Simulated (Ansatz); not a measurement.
# TaN (P-6m2) under biaxial strain in the (0001) plane, that of a and b

Aim: how do the optical modes of TaN (P-6m2) shift and split under this strain?

Method: DFT LDA, scalar-relativistic, plane waves, PAW; PAW set soft_1, in Ansatz 0.2.0.

Most raw output is cut from this account.

## Step 1: Set-up

Symmetry: P-6m2, No. 187, hexagonal system. Conventional cell: a = 2.938 Å, b = 2.938 Å, c = 2.883 Å, α = 90.00°, β = 90.00°, γ = 120.00°. Nearest to N lie 6 Ta at 2.23 Å. Nearest to Ta lie 6 N at 2.23 Å. Farther neighbours and most contacts between anions are not listed.

## Step 2: A rough relaxation first

A rough relaxation comes first, because large forces or stress need no tight tolerances yet.

File input.yaml:

```yaml
crystal:
  lattice:
    - [2.938, 0.0, 0.0]
    - [-1.469, 2.5443826363, 0.0]
    - [0.0, 0.0, 2.883]
  atoms:
    - { symbol: "N", position: [0.66666667, 0.33333333, 0.0] }
    - { symbol: Ta, position: [0.0, 0.0, 0.5] }
kpoints:
  mp_grid: { grid: [9, 9, 8] }
hamiltonian:
  xc: lda
  pseudopotentials: { kind: paw, azcp: { folder: soft_1 }, xc_functional: pbe }
scf:
  occupations: { method: gaussian, width: 0.1 }
output:
  forces: true
  stress: true
  eigenvalues: true
relax:
  adjacent_minimum: "off"
  f_tol: 0.05
  max_steps: 80
  cell: { stress_tol: 0.5 }
```

Run with:

```
$ ansatz run input.yaml --threads 4 --pin off --max-ram 10240MiB --backend cpu --events-out ev --progress --plain --runs-dir out
```

Elapsed: 2.5 s, on 4 threads of Arm Neoverse V2, shared host; peak memory 0.3 GiB; 8.3 s of CPU time.

The steps of the relaxation:

```
step  energy less that of the first step (eV)  largest force component (eV/Å)  pressure (GPa)  volume (Å³)
   1                                   0.0000                          0.0000          -11.60        21.55
   2                                  -0.0131                          0.0000            8.07        20.43
   3                                  -0.0265                          0.0000            0.03        20.87
   4                                  -0.0270                          0.0000           -0.07        20.87
  5*                                  -0.0257                          0.0000           -0.17        20.87
```

Relaxation steps marked * repeat the geometry before them on a plane-wave basis chosen anew for their cell, so energy and pressure can jump there.

The run keeps the 12 symmetry operations that it works with, so distortions that break them were not tested.

```
conventional cell, symmetrised  before  after  change
                         a (Å)   2.938  2.906  -1.1 %
                         b (Å)   2.938  2.906  -1.1 %
                         c (Å)   2.883  2.853  -1.0 %
              volume (Å³/atom)   10.78  10.44  -3.2 %
```

Final coordinates:

```xyz
2
Lattice="2.9064 0.0000 0.0000 -1.4532 2.5170 0.0000 0.0000 0.0000 2.8529" Properties=species:S:1:pos:R:3 pbc="T T T"
N     1.4532    0.8390    0.0000
Ta    0.0000    0.0000    1.4264
```

Numbers from this step:

| Property | Result |
| --- | --- |
| pressure | -0.1679 GPa |
| volume per atom | 10.44 Å³ |
| gap on the k-mesh | 0 eV |

In this step the volume went from 10.78 to 10.44 Å³/atom.

## Step 3: Relaxation

The cell and atoms are relaxed, since residual forces and stress would shift the frequencies.

input.yaml, the sections that differ from step 2:

```yaml
crystal:
  lattice:
    - [2.906417592, 0.0, 0.0]
    - [-1.453208796, 2.5170314687, 0.0]
    - [0.0, 0.0, 2.8528722576]
  atoms:
    - { symbol: "N", position: [0.6666666667, 0.3333333333, 0.0] }
    - { symbol: Ta, position: [0.0, 0.0, 0.5] }
kpoints:
  mp_grid: { grid: [18, 18, 14] }
relax:
  adjacent_minimum: "off"
  f_tol: 0.005
  max_steps: 80
  cell: { stress_tol: 0.05 }
# hamiltonian, scf, output: as in step 2
```

Elapsed: 7.4 s, on 4 threads; peak memory 0.41 GiB.

Little changed from the start: no atom moved by 0.005 Å and no cell edge by 0.1 %.

Numbers from this step:

```
pressure        : 1.79e-4 GPa
volume per atom : 10.43 Å³
```

In this step the volume went from 10.44 to 10.43 Å³/atom.

## Step 4: Tight relaxation

Phonons need small forces and stress, so the relaxation is finished with tight tolerances on 18×18×16 k points.

input.yaml, the sections that differ from step 3:

```yaml
crystal:
  lattice:
    - [2.9065554379, 0.0, 0.0]
    - [-1.4532777189, 2.5171508467, 0.0]
    - [0.0, 0.0, 2.8514994028]
  atoms:
    - { symbol: "N", position: [0.6666666667, 0.3333333333, 0.0] }
    - { symbol: Ta, position: [0.0, 0.0, 0.5] }
kpoints:
  mp_grid: { grid: [18, 18, 16] }
scf:
  occupations: { method: methfessel_paxton, width: 0.2 }
relax:
  adjacent_minimum: "off"
  f_tol: 0.001
  max_steps: 60
  cell: { stress_tol: 0.01 }
# hamiltonian, output: as in step 3
```

Wall time 7.8 s (4 threads); peak memory 0.42 GiB; 29 s of CPU time.

Little changed from the start: no atom moved by 0.005 Å and no cell edge by 0.1 %.

This step gave:

* pressure: -7.71e-4 GPa

The forces vanish by symmetry and the pressure is -0.001 GPa, within the tolerances set. The cell now holds 10.43 Å³/atom.

## Step 5: Modes at rest

Phonons follow from the second derivative of the energy, found here by linear response.

The modes at rest are the reference of the series.

input.yaml, the sections that differ from step 4:

```yaml
crystal:
  lattice:
    - [2.906508423, 0.0, 0.0]
    - [-1.4532542115, 2.5171101307, 0.0]
    - [0.0, 0.0, 2.8516946941]
  atoms:
    - { symbol: "N", position: [0.6666666667, 0.3333333333, 0.0] }
    - { symbol: Ta, position: [0.0, 0.0, 0.5] }
output:
  eigenvalues: true
phonons:
  method: dfpt
# kpoints, hamiltonian, scf: as in step 4
# relax: removed
```

Run time: 20 s. Hardware: 4 threads; peak memory 0.88 GiB.

This step gave:

```
sum-rule residual before enforcement                    : 2.31e-5 eV/Å²
point group                                             : -6m2
highest optical mode at the zone centre (no LO-TO term) : 567.9 cm⁻¹
lowest optical zone-centre mode                         : 543.7 cm⁻¹
```

Patterns of degenerate modes are one choice out of their space. Modes at Γ, with each element's share of the kinetic energy:

```
mode  frequency (cm⁻¹)  symmetry  N %  Ta %
   1               0.0  acoustic    7    93
   2               0.0  acoustic    7    93
   3               0.0  acoustic    7    93
   4             543.7        E'   93     7
   5             543.7        E'   93     7
   6             567.9      A2''   93     7
```

Displacements in mode 5 (543.7 cm⁻¹), the largest set to 1:
```
N1   1.00  0.00  0.00
Ta2 -0.08  0.00  0.00
```

Displacements in mode 6 (567.9 cm⁻¹), the largest set to 1:
```
N1   0.00  0.00  1.00
Ta2  0.00  0.00 -0.08
```

Before it was imposed, the acoustic sum rule was missed by 2.3e-5 eV/Å². Small misses are needed for a sound result but don't prove that mesh and cutoff are converged. The lowest optical mode is real, 544 cm⁻¹.

## Step 6: A member of the series: biaxial strain of +4 % in the (0001) plane, that of a and b

The cell takes a biaxial strain of +4 % in the (0001) plane, that of a and b. The strained lengths are held, while the rest of the cell and the atoms relax.

input.yaml, the sections that differ from step 5:

```yaml
crystal:
  lattice:
    - [3.02276876, 0.0, 0.0]
    - [-1.51138438, 2.6177945359, 0.0]
    - [0.0, 0.0, 2.8218177293]
  atoms:
    - { symbol: "N", position: [0.6666666667, 0.3333333333, 0.0] }
    - { symbol: Ta, position: [0.0, 0.0, 0.5] }
output:
  forces: true
  stress: true
  eigenvalues: true
relax:
  adjacent_minimum: "off"
  f_tol: 0.001
  max_steps: 60
  cell: { stress_tol: 0.01, fix: [a, b, gamma] }
# kpoints, hamiltonian, scf: as in step 5
# phonons: removed
```

Elapsed: 13 s, on 4 threads; peak memory 0.43 GiB.

The steps of the relaxation:

```
step  energy less that of the first step (eV)  largest force component (eV/Å)  pressure (GPa)  volume (Å³)
   1                                   0.0000                          0.0000          -20.64        22.33
   2                                  -0.0003                          0.0000          -18.55        22.19
   3                                  -0.0007                          0.0000          -19.61        22.26
   4                                  -0.0007                          0.0000          -19.60        22.26
  5*                                  -0.0005                          0.0000          -19.61        22.26
   6                                  -0.0005                          0.0000          -19.60        22.26
  7*                                  -0.0005                          0.0000          -19.60        22.26
```

Relaxation steps marked * repeat the geometry before them on a plane-wave basis chosen anew for their cell, so energy and pressure can jump there.

The run keeps the 12 symmetry operations that it works with, so distortions that break them were not tested.

```
conventional cell, symmetrised  before  after  change
                         a (Å)   3.023  3.023  +0.0 %
                         b (Å)   3.023  3.023  +0.0 %
                         c (Å)   2.822  2.813  -0.3 %
              volume (Å³/atom)   11.16  11.13  -0.3 %
```

The relaxed structure:

```cif
data_structure
_symmetry_space_group_name_H-M 'P 1'
_symmetry_Int_Tables_number 1
_cell_length_a 3.0228
_cell_length_b 3.0228
_cell_length_c 2.8131
_cell_angle_alpha 90.000
_cell_angle_beta 90.000
_cell_angle_gamma 120.000
_cell_volume 22.26
loop_
_atom_site_label
_atom_site_type_symbol
_atom_site_fract_x
_atom_site_fract_y
_atom_site_fract_z
_atom_site_occupancy
N1 N 0.66667 0.33333 0.00000 1
Ta2 Ta 0.00000 0.00000 0.50000 1
```

Numbers from this step:

* pressure: -19.60 GPa
* volume per atom: 11.13 Å³

The forces vanish by symmetry.

The cell shrank by 0.3 % in volume.

## Step 7: Modes of this member: biaxial strain of +4 % in the (0001) plane, that of a and b

The zone-centre modes follow for biaxial strain of +4 % in the (0001) plane, that of a and b.

input.yaml, the sections that differ from step 6:

```yaml
crystal:
  lattice:
    - [3.02276876, 0.0, 0.0]
    - [-1.51138438, 2.6177945359, 0.0]
    - [0.0, 0.0, 2.8131398592]
  atoms:
    - { symbol: "N", position: [0.6666666667, 0.3333333333, 0.0] }
    - { symbol: Ta, position: [0.0, 0.0, 0.5] }
output:
  eigenvalues: true
phonons:
  method: dfpt
# kpoints, hamiltonian, scf: as in step 6
# relax: removed
```

The job ended after 22 s (4 threads; peak memory 0.92 GiB).

This step gave:

* sum-rule residual before enforcement: 7.62e-5 eV/Å²
* highest optical mode at the zone centre (no LO-TO term): 513.5 cm⁻¹
* lowest optical zone-centre mode: 491.3 cm⁻¹

Patterns of degenerate modes are one choice out of their space. Modes at Γ, with each element's share of the kinetic energy:

```
mode  frequency (cm⁻¹)  symmetry  N %  Ta %
   1               0.0  acoustic    7    93
   2               0.0  acoustic    7    93
   3               0.0  acoustic    7    93
   4             491.3        E'   93     7
   5             491.3        E'   93     7
   6             513.5      A2''   93     7
```

The lowest optical mode is real, 491 cm⁻¹, and the highest lies at 513.5 cm⁻¹.

Between step 5 and this run (strain 4 %) the value for the highest optical mode at the zone centre (no LO-TO term) moves from 568 cm⁻¹ to 514 cm⁻¹ (-10 %).

## Step 8: Relaxation of a member: biaxial strain of -4 % in the (0001) plane, that of a and b

The cell takes a biaxial strain of -4 % in the (0001) plane, that of a and b. The strained lengths are held, while the rest of the cell and the atoms relax.

input.yaml, the sections that differ from step 7:

```yaml
crystal:
  lattice:
    - [2.7902480862, 0.0, 0.0]
    - [-1.3951240431, 2.4164257255, 0.0]
    - [0.0, 0.0, 2.8879193605]
  atoms:
    - { symbol: "N", position: [0.6666666667, 0.3333333333, 0.0] }
    - { symbol: Ta, position: [0.0, 0.0, 0.5] }
output:
  forces: true
  stress: true
  eigenvalues: true
relax:
  adjacent_minimum: "off"
  f_tol: 0.001
  max_steps: 60
  cell: { stress_tol: 0.01, fix: [a, b, gamma] }
# kpoints, hamiltonian, scf: as in step 7
# phonons: removed
```

Wall time 13 s (4 threads); peak memory 0.41 GiB; 48 s of CPU time.

Relaxation path:

```
step  energy less that of the first step (eV)  largest force component (eV/Å)  pressure (GPa)  volume (Å³)
   1                                   0.0000                          0.0000           29.20        19.47
   2                                  -0.0006                          0.0000           25.60        19.61
   3                                  -0.0011                          0.0000           26.78        19.56
   4                                  -0.0011                          0.0000           26.80        19.56
  5*                                  -0.0013                          0.0000           26.81        19.56
   6                                  -0.0013                          0.0000           26.80        19.56
  7*                                  -0.0013                          0.0000           26.80        19.56
```

Relaxation steps marked * repeat the geometry before them on a plane-wave basis chosen anew for their cell, so energy and pressure can jump there.

Forces are held to the 12 operations that the run works with; a distortion that breaks them can't arise in this run.

```
conventional cell, symmetrised  before  after  change
                         a (Å)   2.790  2.790  +0.0 %
                         b (Å)   2.790  2.790  +0.0 %
                         c (Å)   2.888  2.901  +0.5 %
              volume (Å³/atom)    9.74   9.78  +0.5 %
```

Final coordinates:

```cif
data_structure
_symmetry_space_group_name_H-M 'P 1'
_symmetry_Int_Tables_number 1
_cell_length_a 2.7902
_cell_length_b 2.7902
_cell_length_c 2.9015
_cell_angle_alpha 90.000
_cell_angle_beta 90.000
_cell_angle_gamma 120.000
_cell_volume 19.56
loop_
_atom_site_label
_atom_site_type_symbol
_atom_site_fract_x
_atom_site_fract_y
_atom_site_fract_z
_atom_site_occupancy
N1 N 0.66667 0.33333 0.00000 1
Ta2 Ta 0.00000 0.00000 0.50000 1
```

This step gave:

| Quantity | Value |
| --- | --- |
| pressure | 26.80 GPa |
| volume per atom | 9.781 Å³ |

The forces vanish by symmetry.

## Step 9: Zone-centre modes of the member: biaxial strain of -4 % in the (0001) plane, that of a and b

The zone-centre modes follow for biaxial strain of -4 % in the (0001) plane, that of a and b.

input.yaml, the sections that differ from step 8:

```yaml
crystal:
  lattice:
    - [2.7902480862, 0.0, 0.0]
    - [-1.3951240431, 2.4164257255, 0.0]
    - [0.0, 0.0, 2.9014620936]
  atoms:
    - { symbol: "N", position: [0.6666666667, 0.3333333333, 0.0] }
    - { symbol: Ta, position: [0.0, 0.0, 0.5] }
output:
  eigenvalues: true
phonons:
  method: dfpt
# kpoints, hamiltonian, scf: as in step 8
# relax: removed
```

It took 19 s on 4 threads; peak memory 0.85 GiB.

This step gave:

```yaml
sum_rule_residual_before_enforcement: 3.71e-5 eV/Å²
highest_optical_mode_at_the_zone_centre_no_lo_to_term: 609.1 cm⁻¹
lowest_optical_zone_centre_mode: 583.8 cm⁻¹
```

Patterns of degenerate modes are one choice out of their space. Modes at Γ, with each element's share of the kinetic energy:

```
mode  frequency (cm⁻¹)  symmetry  N %  Ta %
   1               0.0  acoustic    7    93
   2               0.0  acoustic    7    93
   3               0.0  acoustic    7    93
   4             583.8        E'   93     7
   5             583.8        E'   93     7
   6             609.1      A2''   93     7
```

The lowest optical mode is real, 584 cm⁻¹, and the highest lies at 609.1 cm⁻¹.

For the highest optical mode at the zone centre (no LO-TO term), step 5 gave 568 cm⁻¹; this run, with strain -4 %, gives 609 cm⁻¹ (+7 %).

## Step 10: All members side by side

The members are set side by side, also those not shown above.

Stress is positive in compression; energies are extrapolated to zero smearing, and E0 is that at rest; the edges not held and the atoms are relaxed in each cell; all runs use 18×18×16 k points and Methfessel-Paxton smearing of 0.2 eV. State of the crystal along the series:

```
strain (%)  in-plane stress (GPa)  free strain along c (%)  E - E0 (meV/atom)
        -4                   40.2                    1.745              98.08
        -3                  29.04                     1.27              53.99
        -2                  18.63                   0.8216              23.49
        -1                  8.967                   0.3978              5.748
         0               -8.22e-4                        0                  0
         1                 -8.296                  -0.3728              5.479
         2                 -15.94                  -0.7216              21.48
         3                 -22.97                   -1.048              47.27
         4                  -29.4                   -1.352              82.18
```

Optical modes are counted from below at rest and tracked from member to member by their patterns, and modes that stay within 0.3 cm⁻¹ of each other stand once; labels, where given, are those at rest; the edges not held and the atoms are relaxed in each cell; all runs use 18×18×16 k points and Methfessel-Paxton smearing of 0.2 eV. Optical modes along the series:

```
strain (%)  optical mode 1 E' (cm⁻¹)  optical mode 2 A2'' (cm⁻¹)
        -4                     583.8                       609.1
        -3                     575.3                       600.3
        -2                     565.6                       590.5
        -1                     555.1                       579.6
         0                     543.7                       567.9
         1                     531.7                       555.4
         2                     518.9                       542.2
         3                     505.4                       528.2
         4                     491.3                       513.5
```

Value and slope at zero strain of a cubic (a lower polynomial where under five rows exist) through the rows within 2 % of rest. Slopes at rest:

```
               mode  frequency (cm⁻¹)  shift per percent of strain (cm⁻¹)  shift per GPa of compressive stress (cm⁻¹)
  optical mode 1 E'             543.7                              -11.71                                        1.36
optical mode 2 A2''             567.9                              -12.09                                         1.4
```

## Step 11: Results

```
members                                                          : 9
highest optical mode at the zone centre (no LO-TO term), at rest : 567.9 cm⁻¹
biaxial modulus in the (0001) plane, that of a and b             : 863 GPa
optical mode 1 E', shift per percent                             : -11.71 cm⁻¹
optical mode 2 A2'', shift per percent                           : -12.09 cm⁻¹
```

**Reading.** The stress changes by 8.63 GPa for each percent, a biaxial modulus of 863 GPa in the (0001) plane, that of a and b. For each percent the free edge responds with -0.39 %. The fastest shift in the table of slopes is -12.1 cm⁻¹ for each percent (optical mode 2 A2''), or 1.4 cm⁻¹ for each GPa of compressive stress. For small strain, the measured shift of a line that Raman or infrared light can see, divided by its slope, estimates the stress, if the state of stress is of this kind. These are harmonic frequencies at zero temperature: anharmonic shifts, linewidths and thermal expansion are left out. Spin-orbit coupling is left out, which can matter for the heavy elements here. With no gap, or one that is small against the smearing, the frequencies hang on the k mesh and the smearing, most of all near Kohn anomalies. The PAW files were made for PBE; the program adapts parts of them to the functional of the run, but their partial waves stay those of PBE, an approximation that was not tested in this session. Only the zone centre was solved, so an instability at another wavevector cannot show here.

[Logs are printed without paths, hosts, clocks, repeated set-up lines and the standing remarks that a program may print on its own settings, such as how far it seeks lower states.]

[Hosts, paths, dates, database ids (printed as entryN), source tags and the programs' standing remarks are cut or masked in the printed files.]
